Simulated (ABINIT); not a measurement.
Entries from a set of simulations; values are calculated unless marked as measured.

```
A GW chain in ABINIT: BAs (F-43m)
1.0
     0.00000    2.38850    2.38850
     2.38850    0.00000    2.38850
     2.38850    2.38850    0.00000
B As
1 1
Direct
  0.00000 0.00000 0.00000
  0.25000 0.25000 0.25000
# method: RPA screening on PBE with spin-orbit coupling, plane waves, norm-conserving pseudopotentials (and 2 further levels or steps)
# program: ABINIT 10.8.3
# settings: cutoff 44 Ha, PseudoDojo fully relativistic 0.4 stringent, norm-conserving, ngkpt (4, 4, 4), nband 74, ecuteps 4.4 Ha, shiftk (0, 0, 0), symchi 1, awtr 1, frequency ppm, 4×4×4 k-mesh
# cost: 5 runs, 2.7 min in all on 4 MPI ranks of Intel Xeon Platinum 8488C (Sapphire Rapids), shared host
# notes: The program’s warnings: Neglecting <n,k|[Vnl,iqr]|m,k>. The cell and positions come from the Crystallography Open Database and are kept as given unless a step says otherwise. Limits: screening head approximate. Local fields lower the RPA ε∞ on this mesh from 18.74 to 17.13; a Γ-centred mesh this coarse tends to raise both, most where the direct gap is narrow, while a short band sum lowers them. The 4×4×4 mesh is coarse for this cell, which bears on the long-range parts of exchange and screening.
# PBE gap: 1.14 eV, indirect
# G0W0 gap on the mesh: 1.70 eV
# G0W0 gap over the zone (rigid shift): 1.45 eV
# GW settings: 4×4×4 mesh, 74 bands, screening to 119.7 eV, Godby-Needs plasmon pole
# known limits: short of the basis limit; screening head approximate; coarse k mesh
```

[Long decimals in the printed logs are rounded to 6 places.]

[Logs are printed without paths, hosts, clocks, repeated set-up lines and the standing remarks that a program may print on its own settings, such as how far it seeks lower states.]

[Paths, hosts, dates, memory and timing lines, banners, echoed tables and standing remarks are left out of the program output; an Ansatz launch command may be rebuilt from the run's recorded settings. Measured values are a selection of at most five: reports struck by readers or far from the other reports are left out. None is set beside runs whose start may be inverted or whose files or cutoffs have a known fault.]

[Runs of the session that timed out or met a known fault of the program may be left out.]

[Hosts, paths, dates, database ids (printed as entryN), source tags and the programs' standing remarks are cut or masked in the printed files.]

[G0W0 gaps are taken among the corrected bands and points alone; a level outside them can change the order at an edge.]

[Where Ansatz stands beside ABINIT at settings called matched, ABINIT's density can come from a denser mesh and the files from another edition; pairs whose starting gaps differed by over 0.03 eV were left out, so agreement reads better than it is.]
